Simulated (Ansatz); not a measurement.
## GaSb wire along [111], 38 atoms a period, H-terminated: bands along the axis

Aim: is the GaSb wire along [111], 38 atoms a period, H-terminated a metal or a semiconductor?

Method: DFT PBE, plane waves, PAW; relaxation of a wire's period; PAW set soft_1, in the first sound run; inputs show where later runs differ, in Ansatz 0.2.0.

## 1. The structure

The cell holds 68 atoms: 19 Ga, 19 Sb and 30 H. Cell: a = 18.440 Å, b = 20.080 Å, c = 10.756 Å, α = 90.0°, β = 90.0°, γ = 90.0°. Vacuum lies along a and b. The structure's axis is c.

## 2. Relaxation of atoms and period

Band widths follow the bond lengths, so the wire is relaxed first. The atoms and the third cell vector are free; the box across stays fixed as vacuum. A Fermi-Dirac smearing is set since the result may be a metal. The pressure printed is a third of the stress's trace over the whole box, vacuum included; only the stress along the axis is relaxed.

Contents of input.yaml:

```yaml
crystal:
  lattice:
    - [18.44, 0.0, 0.0]
    - [0.0, 20.08, 0.0]
    - [0.0, 0.0, 10.756035515]
  atoms:
    - { symbol: Ga, position: [0.380934684, 0.432891988, 0.0] }
    - { symbol: Ga, position: [0.500000115, 0.243507883, 0.0] }
    - { symbol: Ga, position: [0.619065547, 0.432891988, 0.0] }
    - { symbol: Sb, position: [0.261869253, 0.622276092, 0.25] }
    - { symbol: Sb, position: [0.380934684, 0.432891988, 0.25] }
    - { symbol: Sb, position: [0.500000115, 0.243507883, 0.25] }
    - { symbol: Sb, position: [0.500000115, 0.622276092, 0.25] }
    - { symbol: Sb, position: [0.619065547, 0.432891988, 0.25] }
    - { symbol: Sb, position: [0.738130978, 0.622276092, 0.25] }
    - { symbol: H, position: [0.191909133, 0.406856539, 0.284368576] }
    - { symbol: H, position: [0.261869253, 0.295578779, 0.284368576] }
    - { symbol: H, position: [0.430039996, 0.785624749, 0.284368576] }
    - { symbol: H, position: [0.569960235, 0.785624749, 0.284368576] }
    - { symbol: H, position: [0.738130978, 0.295578779, 0.284368576] }
    - { symbol: H, position: [0.808091097, 0.406856539, 0.284368576] }
    - { symbol: H, position: [0.184381779, 0.581192531, 0.304233117] }
    - { symbol: H, position: [0.261869253, 0.704443215, 0.304233117] }
    - { symbol: H, position: [0.422512642, 0.202424321, 0.304233117] }
    - { symbol: H, position: [0.577487589, 0.202424321, 0.304233117] }
    - { symbol: H, position: [0.738130978, 0.704443215, 0.304233117] }
    - { symbol: H, position: [0.815618452, 0.581192531, 0.304233117] }
    - { symbol: Ga, position: [0.261869253, 0.369763953, 0.333333333] }
    - { symbol: Ga, position: [0.380934684, 0.559148058, 0.333333333] }
    - { symbol: Ga, position: [0.500000115, 0.369763953, 0.333333333] }
    - { symbol: Ga, position: [0.500000115, 0.748532162, 0.333333333] }
    - { symbol: Ga, position: [0.619065547, 0.559148058, 0.333333333] }
    - { symbol: Ga, position: [0.738130978, 0.369763953, 0.333333333] }
    - { symbol: Sb, position: [0.261869253, 0.369763953, 0.583333333] }
    - { symbol: Sb, position: [0.380934684, 0.559148058, 0.583333333] }
    - { symbol: Sb, position: [0.500000115, 0.369763953, 0.583333333] }
    - { symbol: Sb, position: [0.500000115, 0.748532162, 0.583333333] }
    - { symbol: Sb, position: [0.619065547, 0.559148058, 0.583333333] }
    - { symbol: Sb, position: [0.738130978, 0.369763953, 0.583333333] }
    - { symbol: H, position: [0.191909133, 0.533112609, 0.61770191] }
    - { symbol: H, position: [0.310974565, 0.722496714, 0.61770191] }
    - { symbol: H, position: [0.380934684, 0.232450744, 0.61770191] }
    - { symbol: H, position: [0.619065547, 0.232450744, 0.61770191] }
    - { symbol: H, position: [0.689025666, 0.722496714, 0.61770191] }
    - { symbol: H, position: [0.808091097, 0.533112609, 0.61770191] }
    - { symbol: H, position: [0.184381779, 0.328680391, 0.63756645] }
    - { symbol: H, position: [0.500000115, 0.830699285, 0.63756645] }
    - { symbol: H, position: [0.815618452, 0.328680391, 0.63756645] }
    - { symbol: Ga, position: [0.261869253, 0.496020023, 0.666666667] }
    - { symbol: Ga, position: [0.380934684, 0.306635918, 0.666666667] }
    - { symbol: Ga, position: [0.380934684, 0.685404127, 0.666666667] }
    - { symbol: Ga, position: [0.500000115, 0.496020023, 0.666666667] }
    - { symbol: Ga, position: [0.619065547, 0.685404127, 0.666666667] }
    - { symbol: Ga, position: [0.619065547, 0.306635918, 0.666666667] }
    - { symbol: Ga, position: [0.738130978, 0.496020023, 0.666666667] }
    - { symbol: Sb, position: [0.261869253, 0.496020023, 0.916666667] }
    - { symbol: Sb, position: [0.380934684, 0.306635918, 0.916666667] }
    - { symbol: Sb, position: [0.380934684, 0.685404127, 0.916666667] }
    - { symbol: Sb, position: [0.500000115, 0.496020023, 0.916666667] }
    - { symbol: Sb, position: [0.619065547, 0.685404127, 0.916666667] }
    - { symbol: Sb, position: [0.619065547, 0.306635918, 0.916666667] }
    - { symbol: Sb, position: [0.738130978, 0.496020023, 0.916666667] }
    - { symbol: H, position: [0.191909133, 0.659368679, 0.951035243] }
    - { symbol: H, position: [0.500000115, 0.169322709, 0.951035243] }
    - { symbol: H, position: [0.808091097, 0.659368679, 0.951035243] }
    - { symbol: H, position: [0.184381779, 0.454936461, 0.970899784] }
    - { symbol: H, position: [0.30344721, 0.265552356, 0.970899784] }
    - { symbol: H, position: [0.380934684, 0.76757125, 0.970899784] }
    - { symbol: H, position: [0.619065547, 0.76757125, 0.970899784] }
    - { symbol: H, position: [0.696553021, 0.265552356, 0.970899784] }
    - { symbol: H, position: [0.815618452, 0.454936461, 0.970899784] }
    - { symbol: Ga, position: [0.261869253, 0.622276092, 0.0] }
    - { symbol: Ga, position: [0.500000115, 0.622276092, 0.0] }
    - { symbol: Ga, position: [0.738130978, 0.622276092, 0.0] }
kpoints:
  mp_grid: { grid: [1, 1, 8] }
scf:
  occupations: { method: fermi_dirac, width: 0.05 }
hamiltonian:
  xc: pbe
  pseudopotentials: { kind: paw, azcp: { folder: soft_1 } }
relax:
  cell: { fix: [a, b, alpha, beta, gamma] }
  max_steps: 45
  f_tol: 0.03
```

Run with:

```
> ansatz run input.yaml --threads 8 --pin off --max-ram 16384MiB --backend cpu --events-out ev --progress --plain --runs-dir out
```

Numbers of over 12 decimals in the logs are rounded to 6 here.

The log of the run:

```text
Engine: ansatz 0.2.0, x86_64-unknown-linux-gnu
Pseudopotentials: kind: paw
Pseudopotential: Ga, paw, valence charge 13, recommended cutoff 420 eV (normal), soft_1/Ga.paw.azcp
Pseudopotential: Sb, paw, valence charge 15, recommended cutoff 420 eV (normal), soft_1/Sb.paw.azcp
Pseudopotential: H, paw, valence charge 1, recommended cutoff 420 eV (normal), soft_1/H.paw.azcp
Functional definition: PBE
  parameter kappa = 0.804
  parameter beta = 0.066725
  exchange = pbe_x(kappa = kappa, mu = beta*pi^2/3)
  correlation = pbe_c(beta = beta)
Crystal: 68 atoms, lattice volume = 3982.693 Å³
Basis set: ecut = 420 eV, 77745 PW (Γ), exchange–correlation on 250×270×144 points (8 copies of the dense FFT grid, shifted against one another)
Bands: 349, of which v1, the nominal top of the filled ones, is band 281 counted from 1 (280 counted from 0)
Symmetry: 2 space group operations
Space group: Pm (ITA 6), of the structure as read, at distance tolerance 1.6e-4 Å
k-points: 5 of 8 (time reversal used)
Non-local potential: Ga, projectors of the file, l = 0: 2, l = 1: 2, l = 2: 3, l = 3: 1
Non-local potential: Sb, projectors of the file, l = 0: 2, l = 1: 2, l = 2: 2, l = 3: 1
Non-local potential: H, projectors of the file, l = 0: 2, l = 1: 1
PAW form: soft (Blöchl's): semilocal exchange-correlation on the pseudo side does not see the compensation charge
PAW one-centre angular grid: Ga, 590 points (default); XC on 64 Gauss nodes
PAW one-centre angular grid: Sb, 590 points (default); XC on 64 Gauss nodes
PAW one-centre angular grid: H, 110 points (default); XC on 64 Gauss nodes
Initial density: superposition of atomic densities (neutral atoms: chi_scale 0, normalization atom)
Initial wavefunctions: pseudopotential atomic-orbital guess
Functional: x = pbe(κ = 0.804, μ = 0.219515), c = pbe(β = 0.066725)
SCF iter   1: F=—  HF=-195562.341224 eV  |F-HF|=—  |Δ(HF+E_count)|=         —  Δρ=2.85e-2  dr2=3.24e1  ethr=3.10e-3  ⟨swp⟩=6.4  Hψ=7275  notcnv=0  defer=86
preconditioner: auto → Resta (q_TF=auto, 1.969 Å⁻¹)  ε∞=1.7  [insulator: Δε(μ)=1.631 eV  Ē_g=13.117 eV  σ=0.050 eV  W_gap=1.00  n_scr=512 (ndim 8)  ℏωp=11.3 eV  f_vac=0.585  D(μ)=0.00/eV (n_scr^D=0)  ε∞_Penn≈1.7  vacuum switching on, ρ_ref=1.2e-2 e/Å³]
SCF iter   2: F=—  HF=-195554.445668 eV  |F-HF|=—  |Δ(HF+E_count)|=    7.90e0  Δρ=1.20e-2  dr2=6.65e0  ethr=3.10e-3  ⟨swp⟩=3.0  Hψ=2463  notcnv=0  defer=283
SCF iter   3: F=—  HF=-195553.917193 eV  |F-HF|=—  |Δ(HF+E_count)|=   5.28e-1  Δρ=4.80e-3  dr2=4.86e0  ethr=1.18e-3  ⟨swp⟩=3.0  Hψ=2469  notcnv=0  defer=288
SCF iter   4: F=—  HF=-195553.126844 eV  |F-HF|=—  |Δ(HF+E_count)|=   7.90e-1  Δρ=1.64e-3  dr2=2.06e-1  ethr=8.65e-4  ⟨swp⟩=3.6  Hψ=3234  notcnv=0  defer=270
SCF iter   5: F=—  HF=-195553.128321 eV  |F-HF|=—  |Δ(HF+E_count)|=   1.48e-3  Δρ=7.52e-4  dr2=1.72e-2  ethr=3.67e-5  ⟨swp⟩=3.0  Hψ=2378  notcnv=0  defer=270
SCF iter   6: F=—  HF=-195553.130638 eV  |F-HF|=—  |Δ(HF+E_count)|=   2.32e-3  Δρ=2.57e-4  dr2=2.38e-3  ethr=3.06e-6  ⟨swp⟩=2.0  Hψ=2405  notcnv=0  defer=270
SCF iter   7: F=—  HF=-195553.132044 eV  |F-HF|=—  |Δ(HF+E_count)|=   1.41e-3  Δρ=8.76e-5  dr2=6.85e-4  ethr=4.23e-7  ⟨swp⟩=2.0  Hψ=2477  notcnv=0  defer=270
SCF iter   8: F=—  HF=-195553.132210 eV  |F-HF|=—  |Δ(HF+E_count)|=   1.66e-4  Δρ=2.72e-5  dr2=6.87e-5  ethr=1.22e-7  ⟨swp⟩=2.0  Hψ=2400  notcnv=0  defer=270
SCF iter   9: F=—  HF=-195553.132082 eV  |F-HF|=—  |Δ(HF+E_count)|=   1.29e-4  Δρ=1.48e-5  dr2=1.26e-5  ethr=1.22e-8  ⟨swp⟩=2.0  Hψ=2910  notcnv=0  defer=270
SCF iter  10: F=—  HF=-195553.132093 eV  |F-HF|=—  |Δ(HF+E_count)|=   1.16e-5  Δρ=7.67e-6  dr2=9.47e-6  ethr=2.24e-9  ⟨swp⟩=2.0  Hψ=1930  notcnv=0  defer=270
SCF iter  11: F=—  HF=-195553.132094 eV  |F-HF|=—  |Δ(HF+E_count)|=   4.93e-7  Δρ=2.42e-6  dr2=3.61e-7  ethr=1.68e-9  ⟨swp⟩=2.0  Hψ=2370  notcnv=0  defer=270
SCF iter  12: F=-195553.132094 eV  HF=-195553.132094 eV  |F-HF|=1.73e-8  |Δ(HF+E_count)|=   4.21e-7  Δρ=7.62e-7  dr2=3.83e-8  ethr=1.78e-11  ⟨swp⟩=5.0  Hψ=5786  notcnv=0
SCF 1 converged in 12 iterations: F = -195553.132094 eV  dr2 = 3.83e-8
  greatest PAW one-centre occupation: 0.995 electrons in one spin orbital (limit 2), on the Sb atom at site 5 (counted from 0), in its partial waves of l = 2
relax step   1: F+E_penalty+E_count = -195553.13209411 eV  Δ(F+E_penalty+E_count) = +0.000e0 eV  max|allowed force component| = 6.552e-1 eV/Å  Δτ_max = 0.0000 Å  P = -0.340 GPa  Ω = 3982.693 Å³  fix = [a, b, alpha, beta, gamma]  reactions: a -0.470, b -0.473 GPa; alpha +0.000 GPa/rad  (12 SCF iters, dr2 threshold 1.00e-7 eV, accepted)
Crystal: 68 atoms, lattice volume = 3978.040 Å³
Basis set: ecut = 420 eV, 77641 PW (Γ), exchange–correlation on 250×270×144 points (8 copies of the dense FFT grid, shifted against one another)
Initial density: handed on by an earlier stage of this run
Initial wavefunctions: those handed on with the density
iter 1 solved again at ethr=3.30e-4 eV; its pass at ethr=3.10e-3 eV (dr2=1.85e0 eV) is discarded
SCF iter   1: F=—  HF=-195554.800206 eV  |F-HF|=—  |Δ(HF+E_count)|=         —  Δρ=8.97e-3  dr2=1.88e0  ethr=3.30e-4  ⟨swp⟩=5.4  Hψ=7629  notcnv=0
preconditioner: auto → Resta (q_TF=auto, 1.969 Å⁻¹)  ε∞=1.7  [insulator: Δε(μ)=1.752 eV  Ē_g=13.197 eV  σ=0.050 eV  W_gap=1.00  n_scr=512 (ndim 8)  ℏωp=11.4 eV  f_vac=0.626  D(μ)=0.00/eV (n_scr^D=0)  ε∞_Penn≈1.7  vacuum switching on, ρ_ref=1.3e-2 e/Å³]
SCF iter   2: F=—  HF=-195554.480554 eV  |F-HF|=—  |Δ(HF+E_count)|=   3.20e-1  Δρ=4.41e-3  dr2=3.67e-1  ethr=3.30e-4  ⟨swp⟩=6.6  Hψ=2928  notcnv=0
SCF iter   3: F=—  HF=-195554.491206 eV  |F-HF|=—  |Δ(HF+E_count)|=   1.07e-2  Δρ=1.08e-3  dr2=1.84e-1  ethr=6.53e-5  ⟨swp⟩=3.0  Hψ=2634  notcnv=0  defer=278
SCF iter   4: F=—  HF=-195554.462205 eV  |F-HF|=—  |Δ(HF+E_count)|=   2.90e-2  Δρ=3.40e-4  dr2=1.51e-2  ethr=3.27e-5  ⟨swp⟩=3.2  Hψ=1917  notcnv=0  defer=278
SCF iter   5: F=—  HF=-195554.461078 eV  |F-HF|=—  |Δ(HF+E_count)|=   1.13e-3  Δρ=1.20e-4  dr2=1.18e-3  ethr=2.69e-6  ⟨swp⟩=2.0  Hψ=1750  notcnv=0  defer=278
SCF iter   6: F=—  HF=-195554.461241 eV  |F-HF|=—  |Δ(HF+E_count)|=   1.63e-4  Δρ=4.91e-5  dr2=1.20e-4  ethr=2.10e-7  ⟨swp⟩=2.0  Hψ=2675  notcnv=0  defer=278
SCF iter   7: F=—  HF=-195554.461280 eV  |F-HF|=—  |Δ(HF+E_count)|=   3.87e-5  Δρ=1.96e-5  dr2=1.69e-5  ethr=2.13e-8  ⟨swp⟩=2.0  Hψ=2397  notcnv=0  defer=278
SCF iter   8: F=-195554.461285 eV  HF=-195554.461284 eV  |F-HF|=2.99e-7  |Δ(HF+E_count)|=   4.10e-6  Δρ=6.69e-6  dr2=1.70e-6  ethr=1.21e-9  ⟨swp⟩=4.2  Hψ=5506  notcnv=0
SCF 2 converged in 8 iterations: F = -195554.461285 eV  dr2 = 1.70e-6
[...]
--- Forces (eV/Å), atoms counted from 1 ---
  atom   1  Ga    -0.00279367    -0.00166799    -0.00110353
  atom   2  Ga     0.00000000    -0.00108591    -0.00380793
  atom   3  Ga     0.00279367    -0.00166799    -0.00110353
  atom   4  Sb     0.00134461    -0.00078842     0.00130199
  atom   5  Sb     0.00029242     0.00023800    -0.00133544
  atom   6  Sb    -0.00000000     0.00151318     0.00137397
  atom   7  Sb     0.00000000    -0.00026791    -0.00133437
  atom   8  Sb    -0.00029242     0.00023800    -0.00133544
  atom   9  Sb    -0.00134461    -0.00078842     0.00130199
  atom  10  H      0.00303609    -0.00113273    -0.00002492
  atom  11  H      0.00052644     0.00314058    -0.00002296
  atom  12  H      0.00244049    -0.00197341    -0.00001491
  atom  13  H     -0.00244049    -0.00197341    -0.00001491
  atom  14  H     -0.00052644     0.00314058    -0.00002296
  atom  15  H     -0.00303609    -0.00113273    -0.00002492
  atom  16  H     -0.00209721    -0.00367188    -0.00016735
  atom  17  H      0.00210360     0.00369007    -0.00017266
  atom  18  H     -0.00436834     0.00003005    -0.00016861
  atom  19  H      0.00436834     0.00003005    -0.00016861
  atom  20  H     -0.00210360     0.00369007    -0.00017266
  atom  21  H      0.00209721    -0.00367188    -0.00016735
  atom  22  Ga    -0.00329462    -0.00183727     0.00419907
  atom  23  Ga     0.00056632    -0.00042557     0.00354871
  atom  24  Ga    -0.00000000     0.00066604     0.00342686
  atom  25  Ga    -0.00000000     0.00357894     0.00417895
  atom  26  Ga    -0.00056632    -0.00042557     0.00354871
  atom  27  Ga     0.00329462    -0.00183727     0.00419907
  atom  28  Sb     0.00584902     0.00335071     0.00432698
  atom  29  Sb    -0.00106086     0.00063064     0.00021449
  atom  30  Sb     0.00000000    -0.00122254     0.00026478
  atom  31  Sb     0.00000000    -0.00668732     0.00440949
  atom  32  Sb     0.00106086     0.00063064     0.00021449
  atom  33  Sb    -0.00584902     0.00335071     0.00432698
  atom  34  H     -0.00245105     0.00084304    -0.00118494
  atom  35  H     -0.00192026     0.00175089    -0.00118930
  atom  36  H     -0.00052458    -0.00246962    -0.00120055
  atom  37  H      0.00052458    -0.00246962    -0.00120055
  atom  38  H      0.00192026     0.00175089    -0.00118930
  atom  39  H      0.00245105     0.00084304    -0.00118494
  atom  40  H     -0.00529000    -0.00304549    -0.00164925
[...]
atom  57  H      0.00048784    -0.00026087    -0.00039576
  atom  58  H     -0.00000000     0.00072014    -0.00035766
  atom  59  H     -0.00048784    -0.00026087    -0.00039576
  atom  60  H     -0.00215574     0.00209407     0.00278854
  atom  61  H      0.00075583    -0.00289365     0.00277649
  atom  62  H     -0.00289254     0.00082164     0.00278286
  atom  63  H      0.00289254     0.00082164     0.00278286
  atom  64  H     -0.00075583    -0.00289365     0.00277649
  atom  65  H      0.00215574     0.00209407     0.00278854
  atom  66  Ga    -0.00076022     0.00045399    -0.00376556
  atom  67  Ga    -0.00000000     0.00322141    -0.00110849
  atom  68  Ga     0.00076022     0.00045399    -0.00376556
  max |Σ_I F_I| component: 1.01e-5 eV/Å
--- Stress (GPa, compression-positive) ---
        0.002154      -0.000000       0.000000
       -0.000000       0.000420      -0.000006
        0.000000      -0.000006      -0.003086
  P = ⅓ Tr σ = -0.0002 GPa (-0.002 kbar)
--- Relaxed structure (6 steps of the walk, 6 accepted, 1 SCFs on fresh bases) ---
  F+E_penalty+E_count = -195554.67990089 eV   max|allowed force component| = 6.687e-3 eV/Å   (the final SCF, on the basis selected at the relaxed cell)
  cell:  # Å, volume = 3985.1884 Å³
    - [18.44, 0, 0]
    - [0, 20.08, 0]
    - [0, 0, 10.762774]
  atoms:
    - { symbol: Ga, position: [0.383067, 0.434021, 0.010561] }
    - { symbol: Ga, position: [0.5, 0.238674, -0.00679983] }
    - { symbol: Ga, position: [0.616933, 0.434021, 0.010561] }
    - { symbol: Sb, position: [0.270754, 0.617565, 0.242257] }
    - { symbol: Sb, position: [0.377558, 0.431094, 0.258354] }
    - { symbol: Sb, position: [0.5, 0.252898, 0.242257] }
    - { symbol: Sb, position: [0.5, 0.625862, 0.258339] }
    - { symbol: Sb, position: [0.622442, 0.431094, 0.258354] }
    - { symbol: Sb, position: [0.729246, 0.617565, 0.242257] }
    - { symbol: H, position: [0.189686, 0.411143, 0.285376] }
    - { symbol: H, position: [0.264768, 0.291678, 0.285365] }
    - { symbol: H, position: [0.424908, 0.785276, 0.285381] }
    - { symbol: H, position: [0.575092, 0.785276, 0.285381] }
    - { symbol: H, position: [0.735232, 0.291678, 0.285365] }
    - { symbol: H, position: [0.810314, 0.411143, 0.285376] }
    - { symbol: H, position: [0.192385, 0.585712, 0.302964] }
    - { symbol: H, position: [0.261600, 0.695814, 0.302977] }
    - { symbol: H, position: [0.430779, 0.206498, 0.302960] }
    - { symbol: H, position: [0.569221, 0.206498, 0.302960] }
    - { symbol: H, position: [0.738400, 0.695814, 0.302977] }
    - { symbol: H, position: [0.807615, 0.585712, 0.302964] }
    - { symbol: Ga, position: [0.254306, 0.365763, 0.326643] }
    - { symbol: Ga, position: [0.387380, 0.555730, 0.343318] }
    - { symbol: Ga, position: [0.5, 0.376574, 0.343305] }
    - { symbol: Ga, position: [0.5, 0.756539, 0.326668] }
    - { symbol: Ga, position: [0.612620, 0.555730, 0.343318] }
    - { symbol: Ga, position: [0.745694, 0.365763, 0.326643] }
    - { symbol: Sb, position: [0.268526, 0.373293, 0.576252] }
    - { symbol: Sb, position: [0.380421, 0.559423, 0.591226] }
    - { symbol: Sb, position: [0.5, 0.369211, 0.591219] }
    - { symbol: Sb, position: [0.5, 0.741483, 0.576270] }
    - { symbol: Sb, position: [0.619579, 0.559423, 0.591226] }
    - { symbol: Sb, position: [0.731474, 0.373293, 0.576252] }
    - { symbol: H, position: [0.188600, 0.535148, 0.620506] }
    - { symbol: H, position: [0.307394, 0.724109, 0.620487] }
    - { symbol: H, position: [0.381200, 0.228795, 0.620518] }
    - { symbol: H, position: [0.618800, 0.228795, 0.620518] }
    - { symbol: H, position: [0.692606, 0.724109, 0.620487] }
    - { symbol: H, position: [0.811400459229, 0.535148, 0.620506] }
    - { symbol: H, position: [0.194376, 0.333983, 0.639015] }
    - { symbol: H, position: [0.5, 0.820111, 0.639020] }
    - { symbol: H, position: [0.805624, 0.333983, 0.639015] }
    - { symbol: Ga, position: [0.258685, 0.497016, 0.662428] }
    - { symbol: Ga, position: [0.380277, 0.303604, 0.662437] }
    - { symbol: Ga, position: [0.378402, 0.687446, 0.662429] }
    - { symbol: Ga, position: [0.5, 0.496017, 0.669361] }
    - { symbol: Ga, position: [0.621598, 0.687446, 0.662429] }
    - { symbol: Ga, position: [0.619723, 0.303604, 0.662437] }
    - { symbol: Ga, position: [0.741315, 0.497016, 0.662428] }
    - { symbol: Sb, position: [0.269264, 0.499079, 0.912476] }
    - { symbol: Sb, position: [0.387512, 0.310983, 0.912483] }
    - { symbol: Sb, position: [0.381743, 0.678008, 0.912475] }
    - { symbol: Sb, position: [0.5, 0.496021, 0.920378] }
    - { symbol: Sb, position: [0.618257, 0.678008, 0.912475] }
    - { symbol: Sb, position: [0.612488, 0.310983, 0.912483] }
    - { symbol: Sb, position: [0.730736, 0.499079, 0.912476] }
    - { symbol: H, position: [0.186761, 0.662088, 0.952800] }
    - { symbol: H, position: [0.5, 0.163871, 0.952734] }
    - { symbol: H, position: [0.813239, 0.662088, 0.952800] }
    - { symbol: H, position: [0.194039, 0.459309, 0.969879] }
    - { symbol: H, position: [0.312391, 0.271048, 0.969887] }
    - { symbol: H, position: [0.381642, 0.757718, 0.969880] }
    - { symbol: H, position: [0.618358, 0.757718, 0.969880] }
    - { symbol: H, position: [0.687609, 0.271048, 0.969887] }
    - { symbol: H, position: [0.805961, 0.459309, 0.969879] }
    - { symbol: Ga, position: [0.257317, 0.624693, -0.00680163] }
    - { symbol: Ga, position: [0.5, 0.620023, 0.010541] }
    - { symbol: Ga, position: [0.742683, 0.624693, -0.00680163] }
[key lines of the parts left out:]
SCF converged after 6 iterations
Free energy (F): -195554.679901 eV
Fermi energy:    -0.708888 eV
```

Run time: 11 min. Hardware: 8 threads of AMD EPYC 7B13 (Zen 3), shared host; peak memory 13 GiB.

The steps of the relaxation:

| step | energy less that of the first step (eV) | largest force component (eV/Å) | pressure (GPa) | volume (Å³) |
| --- | --- | --- | --- | --- |
| 1 | 0.0000 | 0.6552 | -0.34 | 3982.69 |
| 2 | -1.3292 | 0.5239 | -0.08 | 3978.04 |
| 3 | -1.5249 | 0.1413 | 0.01 | 3977.87 |
| 4 | -1.5428 | 0.0423 | 0.01 | 3982.56 |
| 5 | -1.5450 | 0.0322 | 0.01 | 3983.53 |
| 6 | -1.5475 | 0.0067 | 0.00 | 3985.19 |
| 7* | -1.5478 | 0.0067 | 0.00 | 3985.19 |

Relaxation steps marked * repeat the geometry before them on a plane-wave basis chosen anew for their cell, so energy and pressure can jump there.

The run keeps the 2 symmetry operations that it works with, so distortions that break them were not tested.

| cell as run | before | after | change |
| --- | --- | --- | --- |
| c (Å) | 10.756 | 10.763 | +0.1 % |

The atoms that moved most (Å, along periodic axes as changes of fractional coordinates times the final cell, across vacuum about the mean position):

| atom | dx | dy | dz | length |
| --- | --- | --- | --- | --- |
| H42 | -0.184 | 0.106 | 0.016 | 0.213 |
| H40 | 0.184 | 0.106 | 0.016 | 0.213 |
| H41 | 0.000 | -0.213 | 0.016 | 0.213 |
| Sb9 | -0.164 | -0.095 | -0.083 | 0.207 |
| Sb4 | 0.164 | -0.095 | -0.083 | 0.207 |
| Sb6 | 0.000 | 0.189 | -0.083 | 0.206 |
| H65 | -0.178 | 0.088 | -0.011 | 0.199 |
| H60 | 0.178 | 0.088 | -0.011 | 0.199 |

This step gave:

```
cell length along the wire : 10.76 Å
```

The cell's length comes to 10.763 Å with spin left out.

(Continued in part 2 of 2.)

[Logs are printed without paths, hosts, clocks, repeated set-up lines and the standing remarks that a program may print on its own settings, such as how far it seeks lower states.]

[Hosts, paths, dates, database ids (printed as entryN), source tags and the programs' standing remarks are cut or masked in the printed files.]
